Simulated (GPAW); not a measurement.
Records of electronic-structure calculations.

```cif
data_inse
_symmetry_space_group_name_H-M 'R3m:H'
_symmetry_Int_Tables_number 160
_cell_length_a 4.0000
_cell_length_b 4.0000
_cell_length_c 25.3200
_cell_angle_alpha 90.000
_cell_angle_beta 90.000
_cell_angle_gamma 120.000
_cell_volume 350.84
loop_
_atom_site_label
_atom_site_type_symbol
_atom_site_symmetry_multiplicity
_atom_site_Wyckoff_symbol
_atom_site_fract_x
_atom_site_fract_y
_atom_site_fract_z
_atom_site_occupancy
In1 In 3 a 0.00000 0.00000 0.00000 1
In2 In 3 a 0.66667 0.33333 0.22193 1
Se1 Se 3 a 0.33333 0.66667 0.05017 1
Se2 Se 3 a 0.00000 0.00000 0.17190 1
_calc_subject 'A GW chain in GPAW: InSe (R3m)'
_calc_method 'DFT, LDA, plane waves, PAW (and 1 further level or step)'
_calc_program 'GPAW 26.7.0'
_calc_settings_of_one_run 'cutoff 450 eV, GPAW PAW setups 1.2.1 data release, 4×4×4 k-mesh, nbands 200'
_calc_cost '3 runs, 11 min in all on 4 MPI ranks of Intel Xeon Platinum 8488C (Sapphire Rapids), shared host (the runs of this entry)'
_calc_notes 'The database entry behind the starting cell differs from later determinations by our own check (c about 1.5 % long). The cell and positions come from the Crystallography Open Database and are kept as given unless a step says otherwise. Limits: no spin-orbit coupling. Bands and cutoff are finite, so the gap is not at the basis limit. The miss can reach some tenths of an eV and take either sign; the mesh is an error of its own.'
_calc_lda_gap '0.21 eV, direct'
_calc_g0w0_gap_on_the_mesh '1.04 eV'
_calc_gw_settings '4×4×4 mesh, 190 bands, screening to 80 eV, Godby-Needs plasmon pole'
_calc_known_limits 'not at the basis limit; no spin-orbit coupling'
```

[Paths, hosts, dates, memory and timing lines, banners, echoed tables and standing remarks are left out of the program output.]

[Logs are printed without paths, hosts, clocks, repeated set-up lines and the standing remarks that a program may print on its own settings, such as how far it seeks lower states.]

[Runs of the session that timed out or met a known fault of the program may be left out.]

[Hosts, paths, dates, database ids (printed as entryN), source tags and the programs' standing remarks are cut or masked in the printed files.]
